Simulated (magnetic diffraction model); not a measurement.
# CaHoB below its ordering temperature

Space group P-62m (no. 189), a = 7.3570 Å, c = 4.3970 Å.

```
site  atom    x       y    z
  3f    Ho    0  0.4234    0
  3g    Ca    0  0.7627  1/2
  1a     B    0       0    0
  2d     B  1/3     2/3  1/2
```

This is a made-up structure (elements placed in a structure type, unrelaxed), so the numbers test the method and describe no known phase.

Only Ho is taken to order (form factors of Ho3+); orders and moment sizes are assumed, and not adapted to the symmetry. Radiation: neutrons of λ = 1.909 Å (absorption by B left out), 8° to 70°; isotropic B of 0.12 Å² (Ho), 0.2 Å² (Ca) and 0.21 Å² (B). Simulated constant-wavelength pattern: nuclear and magnetic terms add, the magnetic one as |2.695 fm × Σ f S⊥ exp(2πi Q·r) exp(−B s²)|², summed over all Q at one angle with the factor 1/(sin²θ cos θ). For collinear order S is the moment m, which repeats by lattice and centring translations R with the sign exp(−2πi k·R). Free-ion form factors, Sears's scattering lengths of 1992, no absorption; a label names one of the reflections at its angle. The strongest nuclear line in the range is 100, and lines under 0.2 are left out.

Above the ordering temperature:

```
2θ (°)    index      I
 25.07  (0 0 1)    1.0
 30.08  (1 1 0)    3.2
 30.59  (1 0 1)    0.2
 34.87  (2 0 0)   11.3
 39.55  (1 1 1)   71.7
 43.43  (2 0 1)  100.0
 46.70  (2 1 0)   43.1
 51.46  (0 0 2)   34.6
 53.41  (3 0 0)   19.8
 53.73  (2 1 1)   20.5
 60.77  (1 1 2)    1.9
 62.52  (2 2 0)    9.9
 63.67  (2 0 2)    8.1
 65.39  (3 1 0)   17.7
 68.46  (2 2 1)    1.9
```

Below it (cell unchanged):

```
2θ (°)      I
  8.59  447.8
 14.91   10.2
 22.86   53.5
 25.07    1.0
 25.97   31.3
 26.55  113.7
 29.30   15.9
 30.08    3.2
 30.59    0.2
 31.34    8.3
 34.19   49.0
 34.87   11.3
 36.41   34.7
 38.11   18.8
 39.55   71.7
 40.15   27.4
 40.55   41.7
 43.43  100.0
 43.99    4.5
 45.81    0.9
 46.17   32.9
 46.70   43.1
 47.92   38.1
 49.30    5.4
 51.30    6.8
 51.46   34.6
 52.28   25.1
 52.93    2.2
 53.41   19.8
 53.73   20.5
 53.89    4.6
 54.21    1.5
 55.78   19.1
 56.09    9.8
 57.01   15.6
 58.53   12.5
```
(The table stops after 36 lines; 16 more lie at higher angle.)

**Question.** Check that the new lines index with k = (1/2 0 0), then choose among these models:
A. collinear moments along [100], 6.9 μB on Ho; signs + at (0, 0.4234, 0), + at (0.5766, 0.5766, 0), − at (0.4234, 0, 0)
B. collinear moments along [100], 6.9 μB on Ho; signs + at (0, 0.4234, 0), + at (0.5766, 0.5766, 0), + at (0.4234, 0, 0)
C. collinear moments along [120], 6.9 μB on Ho; signs + at (0, 0.4234, 0), + at (0.5766, 0.5766, 0), − at (0.4234, 0, 0)
D. collinear moments along [120], 6.9 μB on Ho; signs + at (0, 0.4234, 0), + at (0.5766, 0.5766, 0), + at (0.4234, 0, 0)

The new lines index as (1/2 0 0) at 8.59°, (1/2 -1 0) at 14.91°, (1/2 1 0) at 22.86° and (3/2 0 0) at 25.97°, that is as H ± k with k = (1/2 0 0), one of 3 inequivalent arms of its star (k and −k counted as one), which a powder can't tell apart. Half indices mean that the moments reverse under translations with k·R a half-integer, and the magnetic cell has twice the primitive volume.

Magnetic intensity, observed (below minus above) and for each model:

| 2θ (°) | index | observed | A | B | C | D |
| --- | --- | --- | --- | --- | --- | --- |
| 8.59 | (1/2 0 0) | 447.8 | 8.6 | 149.2 | 25.7 | 447.8 |
| 14.91 | (1/2 -1 0) | 10.2 | 234.2 | 30.6 | 78.1 | 10.2 |
| 22.86 | (1/2 1 0) | 53.5 | 28.1 | 9.0 | 32.4 | 53.5 |
| 25.97 | (3/2 0 0) | 31.3 | 17.3 | 10.4 | 51.9 | 31.3 |
| 26.55 | (1/2 0 1) | 113.7 | 6.2 | 107.5 | 6.5 | 113.7 |
| 29.30 | (1/2 -1 1) | 15.9 | 141.3 | 18.5 | 121.4 | 15.9 |
| 31.34 | (3/2 -2 0) | 8.3 | 16.4 | 73.2 | 6.6 | 8.3 |
| 40.55 | (3/2 -2 1) | 41.7 | 21.4 | 86.0 | 14.7 | 41.7 |

Model D matches.

The structure used: k = (1/2 0 0), collinear moments along [120], 6.9 μB on Ho; signs + at (0, 0.4234, 0), + at (0.5766, 0.5766, 0), + at (0.4234, 0, 0).

[Logs are printed without paths, hosts, clocks, repeated set-up lines and the standing remarks that a program may print on its own settings, such as how far it seeks lower states.]
